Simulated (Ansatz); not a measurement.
**Dielectric function and optical constants of As**

What colour and refractive index does As have at this level of theory?

Main program and level: Ansatz 0.2.0; DFT, PBE, plane-wave PAW, default files, scalar-relativistic, independent-particle optical response without local fields.

**1. Starting point**

The structure is trigonal, space group R-3m (No. 166). Conventional cell: a = 3.762 Å, b = 3.762 Å, c = 10.542 Å, α = 90.00°, β = 90.00°, γ = 120.00°. Nearest to As lie 3 As at 2.51 Å.

**2. Ground state and bands**

The self-consistent density comes first; it also tells whether there is a gap, which decides the occupations and the need for a Drude term.

This step: DFT, PBE, plane-wave PAW, default files, scalar-relativistic, ground state (Ansatz 0.2.0).

Input file input.yaml:

```yaml
crystal:
  lattice:
    - [1.8807968987, 1.0858785957, 3.5140619945]
    - [-1.8807968987, 1.0858785957, 3.5140619945]
    - [0.0, -2.1717571915, 3.5140619945]
  atoms:
    - { symbol: As, position: [0.226, 0.226, 0.226] }
    - { symbol: As, position: [0.774, 0.774, 0.774] }
kpoints:
  mp_grid: { grid: [7, 7, 7] }
  band_path:
    path:
      - [[0.0, 0.0, 0.0], [0.5, 0.0, 0.0], [0.5, 0.23032459, -0.23032459]]
      - [[0.76967541, 0.5, 0.23032459], [0.5, 0.5, 0.5], [0.0, 0.0, 0.0], [0.36516229, 0.0, -0.36516229]]
      - [[0.63483771, 0.36516229, 0.0], [0.5, 0.5, 0.0], [0.63483771, 0.63483771, 0.23032459], [0.5, 0.5, 0.5]]
      - [[0.5, 0.0, 0.0], [0.76967541, 0.36516229, 0.36516229]]
    npoints: 6
scf:
  occupations: { method: fermi_dirac, width: 0.05 }
  n_extra_bands: 6
hamiltonian:
  xc: pbe
  pseudopotentials: { kind: paw }
output:
  forces: true
  stress: true
  populations: true
  write_bands: true
  write_density: true
  write_potential: true
  elf: true
  volumetric_format: npy
```

Command:

```console
$ ansatz run input.yaml --threads 4 --pin off --max-ram 8192MiB --backend cpu --events-out ev --progress --plain --runs-dir out
```

Log:

```text
scf.n_extra_bands = 6 over 15 filled bands (N_el = 30.0): the run solves 21 bands
Engine: ansatz 0.2.0, x86_64-unknown-linux-gnu
Pseudopotentials: kind: paw
Pseudopotential: As, paw, valence charge 15, recommended cutoff 420 eV (normal), As.paw.azcp
Functional definition: PBE
  parameter kappa = 0.804
  parameter beta = 0.066725
  exchange = pbe_x(kappa = kappa, mu = beta*pi^2/3)
  correlation = pbe_c(beta = beta)
Crystal: 2 atoms, lattice volume = 43.061 Å³
Basis set: ecut = 420 eV, 845 PW (Γ), exchange–correlation on 60×60×60 points (8 copies of the dense FFT grid, shifted against one another)
Bands: 21, of which v1, the nominal top of the filled ones, is band 15 counted from 1 (14 counted from 0)
Symmetry: 12 space group operations
Space group: R-3m (ITA 166), of the structure as read, at distance tolerance 3.5e-5 Å
k-points: 44 of 343
Non-local potential: As, projectors of the file, l = 0: 2, l = 1: 2, l = 2: 3, l = 3: 1
PAW form: soft (Blöchl's): semilocal exchange-correlation on the pseudo side does not see the compensation charge
PAW one-centre angular grid: As, 590 points (default); XC on 64 Gauss nodes
Initial density: superposition of atomic densities (neutral atoms: chi_scale 0, normalization atom), corrected by the library's trained network
Initial wavefunctions: pseudopotential atomic-orbital guess
Functional: x = pbe(κ = 0.804, μ = 0.219515), c = pbe(β = 0.066725)
SCF iter   1: F=—  HF=-9712.271800 eV  |F-HF|=—  |Δ(HF+E_count)|=         —  Δρ=1.25e-3  dr2=3.77e-4  ethr=1.77e-3  ⟨swp⟩=5.8  Hψ=4414  notcnv=0
preconditioner: auto → Kerker (q_TF=auto, 2.569 Å⁻¹)  [metal: Δε(μ)=0.026 eV  Ē_g=12.224 eV  σ=0.050 eV  W_gap=0.13  n_scr=14 (ndim 8)  ℏωp=17.9 eV  f_vac=0.007  D(μ)=0.35/eV (n_scr^D=0)]
SCF iter   2: F=—  HF=-9712.271887 eV  |F-HF|=—  |Δ(HF+E_count)|=   8.69e-5  Δρ=7.98e-4  dr2=1.59e-4  ethr=1.26e-6  ⟨swp⟩=2.0  Hψ=1932  notcnv=0  defer=7
SCF iter   3: F=—  HF=-9712.272010 eV  |F-HF|=—  |Δ(HF+E_count)|=   1.22e-4  Δρ=4.33e-4  dr2=6.10e-5  ethr=5.29e-7  ⟨swp⟩=2.0  Hψ=1514  notcnv=0  defer=7
SCF iter   4: F=—  HF=-9712.272071 eV  |F-HF|=—  |Δ(HF+E_count)|=   6.13e-5  Δρ=1.05e-4  dr2=5.93e-6  ethr=2.03e-7  ⟨swp⟩=2.0  Hψ=1084  notcnv=0  defer=7
SCF iter   5: F=—  HF=-9712.272070 eV  |F-HF|=—  |Δ(HF+E_count)|=   1.34e-6  Δρ=3.23e-5  dr2=7.59e-7  ethr=1.98e-8  ⟨swp⟩=2.0  Hψ=1524  notcnv=0  defer=7
SCF iter   6: F=-9712.272070 eV  HF=-9712.272070 eV  |F-HF|=1.70e-8  |Δ(HF+E_count)|=   1.04e-7  Δρ=1.25e-5  dr2=7.14e-8  ethr=3.33e-10  ⟨swp⟩=8.1  Hψ=5820  notcnv=0
SCF 1 converged in 6 iterations: F = -9712.272070 eV  dr2 = 7.14e-8
  greatest PAW one-centre occupation: 0.999 electrons in one spin orbital (limit 2), on the As atom at site 1 (counted from 0), in its partial waves of l = 2
NSCF: frozen V_eff on 58 k-points
SCF converged after 6 iterations
Free energy (F): -9712.272070 eV
Harris-Foulkes:  -9712.272070 eV  (|F-HF|=1.70e-8)
Internal energy: -9712.269617 eV  (E = F + TS)
E sigma→0 (E₀):  -9712.270843 eV
Entropy (-TS):   -0.002453 eV (-1.227 meV/atom)
Fermi energy:    10.775754 eV
--- Per-component energies (eV) ---
  E_band       = -467.092621
  E_kinetic    = 205.417118
  E_local      = -3345.597137  (includes V_loc(G=0)·N_el)
  E_nonlocal   = -1341.418898
  E_hartree    = 1853.596765
  E_xc         = -158.758797
  E_vxc        = -158.819487  (∫ρ·V_xc dr)
  E_paw        = -3669.101249  (= ΣΔE_a)
  E_vpaw       = 466.123742  (= ΣTr[D̂ρ^β])
  E_aug_tail   = 0.000016  (compensation charges beyond the density's cutoff)
  E_ewald      = -3256.407433
  E_smearing   = -0.002453  (= −TS)
  E_closure    = 0.000000  (closes the sum)
  Σ components = -9712.272070   (vs F -9712.272070, Δ=0.00e0)
--- Forces (eV/Å), atoms counted from 1 ---
  atom   1  As     0.00000000    -0.00000000     0.39099212
  atom   2  As    -0.00000000     0.00000000    -0.39099212
  max |Σ_I F_I| component: 1.73e-18 eV/Å
--- Stress (GPa, compression-positive) ---
        3.905445      -0.000000      -0.000000
        0.000000       3.905445       0.000000
       -0.000000       0.000000       3.051916
  P = ⅓ Tr σ = 3.6209 GPa (36.209 kbar)
--- Band table (eV; the first three rows and the last of 44) ---
  k-point 0: bands = [... 11 lower, 4.9405, 8.2696, 8.7152, 8.7152, 12.3649, 13.6578, 13.6578, 17.6722, ... 2 higher]
  k-point 1: bands = [... 11 lower, 4.0406, 8.1966, 8.5179, 8.7899, 12.6179, 13.2771, 13.4478, 16.5149, ... 2 higher]
  k-point 2: bands = [... 11 lower, 2.1195, 7.9222, 8.1521, 9.4141, 11.6778, 12.4186, 12.7728, 17.1664, ... 2 higher]
  k-point 43: bands = [... 11 lower, 0.9194, 6.7722, 8.3800, 10.0913, 12.2404, 12.3368, 14.3410, 18.3008, ... 2 higher]
--- Löwdin populations: 2 sites ---
  site symbol       q [e]
     0     As     14.9617
     1     As     14.9617
  spilling = 0.002554 (of n_electrons = 30.000000)
```

The job ended after 0.96 s (4 threads of AMD EPYC 7R43, shared host; peak memory 0.41 GiB).

In the SCF lines HF is the Harris–Foulkes energy and dr2 the Hartree energy of the density residual, in eV; the loop may stop once dr2 is under the threshold and the program's other checks hold. Hψ counts applications of the Hamiltonian.

Read from the output:

| Property | Result |
| --- | --- |
| free energy | -9712.2721 eV |
| Fermi energy | 10.78 eV |
| electrons | 30 |
| symmetry operations | 12 |
| pressure | 3.621 GPa |
| volume | 43.06 Å³ |
| gap on the path | 0 eV |

There are states at the Fermi level within the smearing, so the occupations stay smeared and the carriers get a Drude term. The cell is left with a pressure of 3.6 GPa and forces up to 0.39 eV/Å, as it stands unrelaxed at this level.

The electronic bands at the labelled points (eV, zero at the Fermi level; # counts the bands kept):

```csv
point,#2,#3,#4,#5,#6,#7,#8,#9
Γ,-5.83,-2.51,-2.06,-2.06,1.59,2.88,2.88,6.90
halfway,-8.14,-2.81,-2.54,-1.52,1.17,1.95,2.18,6.11
L,-11.13,-2.90,-2.83,-0.41,-0.33,0.37,1.40,8.98
halfway,-11.12,-5.18,-2.98,-2.43,0.68,3.12,3.84,7.80
B1,-10.63,-5.91,-5.39,-1.41,1.26,5.20,5.42,6.85
jump to B,-10.63,-5.91,-5.39,-1.41,1.26,5.20,5.42,6.85
halfway,-9.76,-5.15,-3.81,-0.36,0.78,4.04,4.23,7.32
Z,-9.99,-1.81,-1.81,-0.64,0.76,0.76,1.83,8.02
halfway,-8.17,-1.97,-1.97,-1.09,1.72,1.72,1.83,6.54
Γ,-5.83,-2.51,-2.06,-2.06,1.59,2.88,2.88,6.90
halfway,-8.64,-4.04,-2.00,-1.77,0.78,1.34,3.53,5.27
X,-10.88,-6.18,-3.57,-3.55,3.23,3.29,5.37,6.33
jump to Q,-10.88,-6.18,-3.57,-3.55,3.23,3.29,5.37,6.33
halfway,-10.04,-6.16,-4.05,-4.02,2.34,4.68,5.79,7.06
F,-9.77,-5.98,-4.22,-4.17,1.42,5.45,6.90,7.27
halfway,-9.90,-6.11,-4.07,-3.83,1.66,4.92,6.54,7.03
P1,-10.16,-6.14,-3.79,-3.04,2.14,3.85,6.07,6.38
halfway,-9.79,-4.91,-2.85,-1.38,2.21,2.27,4.41,6.99
Z,-9.99,-1.81,-1.81,-0.64,0.76,0.76,1.83,8.02
jump to L,-11.13,-2.90,-2.83,-0.41,-0.33,0.37,1.40,8.98
halfway,-10.87,-4.62,-3.27,-1.94,1.39,2.23,2.92,6.58
P,-10.16,-6.14,-3.79,-3.04,2.14,3.85,6.07,6.38
```

The electronic bands as a text plot (rows in eV, shown from -8.0 to 6.9 only; labels by their first letter):

```
    6.6 | *****       **         ***  **       * *******      *
    5.9 | ****                        **   **        *         **
    5.3 |             ***               ***  *******   *        *
    4.7 |            *  **                 **       *   *
    4.1 |           *     *                     *    *         *
    3.5 |                  **             *    *      *  *      *
    2.8 |***       **      ***      ******      *      *      **
    2.2 |  ***    *                *  ****   **      **** *   * *
    1.6 |***  **** *          ********  ***      ****    * *****
    1.0 |   ***     *******  ****         ***             ****
    0.4 |     ******       ***                            * *
   -0.3 |      ***        ***                             *
   -0.9 |     **  *     **    *****                      * **
   -1.5 |   **        **           *      *             *    *
   -2.1 |***       * *       ****************          * ***  **
   -2.7 |************      ***       ***     **       * * * *   *
   -3.4 |         *                     **     *     ***    *****
   -4.0 |            *    ***             *     ******   *   *
   -4.6 |          *  *  *                                    *
   -5.2 |           *  ** *                **           *      *
   -5.8 |*           *****           *       **  ****  *        *
   -6.5 | *                         * **       **    **
   -7.1 |  *                       *    **
   -7.7 |
         Γ       L    B|B     Z      Γ        X|Q F  P     Z|L  P
```

Electrostatic potential energy in the ac plane of the conventional cell at fractional y = 0.000, with atoms of As within 0.2 Å of it. With pseudopotentials it is smooth inside the atoms' cores, unlike the true potential.

Ten even steps from '_' (-6 eV) to '@' (14 eV), each cell a mean:
```
@@@@@@@@@@%%%%%%%%%%@@@@@@@@
@@@@@@@@%%##****####%%@@@@@@
**####%%##**++++**##%%%%##**
____::++######**####**==..__
@@**....**##%%%%%%##==__--%%
@@@@::__**%%@@@@%%##--__++@@
==::__==##%%@@@@@@%%**::__--
--==**%%%%@@@@@@@@@@%%##++--
%%%%@@@@@@%%%%%%%%%%@@@@@@%%
@@@@@@@@%%##****####%%@@@@@@
@@@@@@%%##**++++**##%%@@@@@@
@@@@@@%%####**++**##%%@@@@@@
@@@@@@%%##****++**##%%@@@@@@
@@@@@@%%%%##**++**##%%@@@@@@
@@@@@@@@%%%%######%%%%@@@@@@
##%%%%%%@@@@@@%%@@@@@@%%%%##
....--**%%@@@@@@@@@@%%++::..
%%++__::##%%@@@@@@%%++__::##
@@@@::__++%%%%%%%%##--__**@@
**--__::**##########++....==
..::==**####******####**--::
%%%%%%%%####**++**##%%%%%%%%
@@@@@@@@%%%%######%%%%@@@@@@
@@@@@@@@@@%%%%%%%%@@@@@@@@@@
```

ELF in the ac plane of the conventional cell at fractional y = 0.000, with atoms of As within 0.2 Å of it. It is the smooth field of the valence electrons, not physical close to the nuclei.

Values, 24 rows by 14 columns, each cell a mean:
```
0.04 0.05 0.07 0.12 0.21 0.30 0.36 0.37 0.34 0.27 0.17 0.09 0.06 0.04
0.17 0.17 0.19 0.26 0.37 0.46 0.51 0.52 0.49 0.42 0.32 0.22 0.18 0.17
0.40 0.40 0.42 0.44 0.49 0.51 0.52 0.52 0.52 0.51 0.47 0.43 0.41 0.40
0.48 0.51 0.56 0.58 0.57 0.52 0.47 0.46 0.49 0.54 0.58 0.58 0.54 0.49
0.27 0.35 0.53 0.61 0.57 0.46 0.35 0.32 0.39 0.51 0.60 0.59 0.46 0.30
0.31 0.32 0.53 0.63 0.55 0.36 0.19 0.16 0.25 0.44 0.60 0.62 0.45 0.28
0.57 0.62 0.69 0.64 0.46 0.23 0.10 0.08 0.14 0.32 0.56 0.68 0.67 0.59
0.75 0.73 0.65 0.48 0.27 0.17 0.16 0.16 0.16 0.20 0.35 0.56 0.69 0.74
0.49 0.43 0.31 0.21 0.22 0.31 0.40 0.43 0.37 0.27 0.20 0.24 0.36 0.46
0.10 0.10 0.11 0.18 0.34 0.49 0.57 0.59 0.55 0.44 0.27 0.14 0.10 0.10
0.04 0.05 0.11 0.24 0.43 0.56 0.63 0.65 0.61 0.52 0.35 0.17 0.08 0.04
0.03 0.06 0.12 0.27 0.47 0.61 0.69 0.71 0.67 0.57 0.39 0.20 0.09 0.04
0.03 0.06 0.12 0.27 0.46 0.60 0.67 0.69 0.65 0.55 0.38 0.19 0.09 0.04
0.05 0.06 0.10 0.22 0.40 0.54 0.61 0.62 0.59 0.49 0.33 0.16 0.08 0.05
0.20 0.17 0.14 0.17 0.29 0.44 0.53 0.56 0.50 0.38 0.23 0.15 0.15 0.18
0.65 0.59 0.45 0.29 0.21 0.23 0.29 0.32 0.27 0.21 0.23 0.36 0.51 0.62
0.73 0.73 0.70 0.57 0.35 0.18 0.11 0.11 0.13 0.23 0.45 0.64 0.72 0.73
0.43 0.50 0.64 0.65 0.51 0.28 0.12 0.09 0.17 0.37 0.59 0.66 0.59 0.45
0.28 0.29 0.51 0.62 0.56 0.40 0.25 0.21 0.30 0.47 0.60 0.60 0.41 0.25
0.34 0.43 0.55 0.61 0.58 0.49 0.41 0.39 0.44 0.53 0.60 0.59 0.51 0.38
0.49 0.50 0.53 0.55 0.55 0.52 0.50 0.49 0.51 0.53 0.55 0.54 0.52 0.49
0.31 0.32 0.33 0.37 0.45 0.50 0.53 0.53 0.52 0.48 0.41 0.35 0.32 0.31
0.10 0.11 0.13 0.20 0.31 0.41 0.47 0.48 0.45 0.37 0.26 0.16 0.12 0.10
0.03 0.03 0.05 0.09 0.17 0.24 0.30 0.32 0.28 0.21 0.13 0.07 0.04 0.03
```

[end of part 1 of 2]

[Long decimals in the printed logs are rounded to 6 places.]

[Logs are printed without paths, hosts, clocks, repeated set-up lines and the standing remarks that a program may print on its own settings, such as how far it seeks lower states.]

[Hosts, paths, dates, database ids (printed as entryN), source tags and the programs' standing remarks are cut or masked in the printed files.]

[Where the starting crystal was built by hand or by swapping elements, it need not be the compound's stable phase.]

[The count of steps not shown may lack steps that the program refused or didn't finish.]
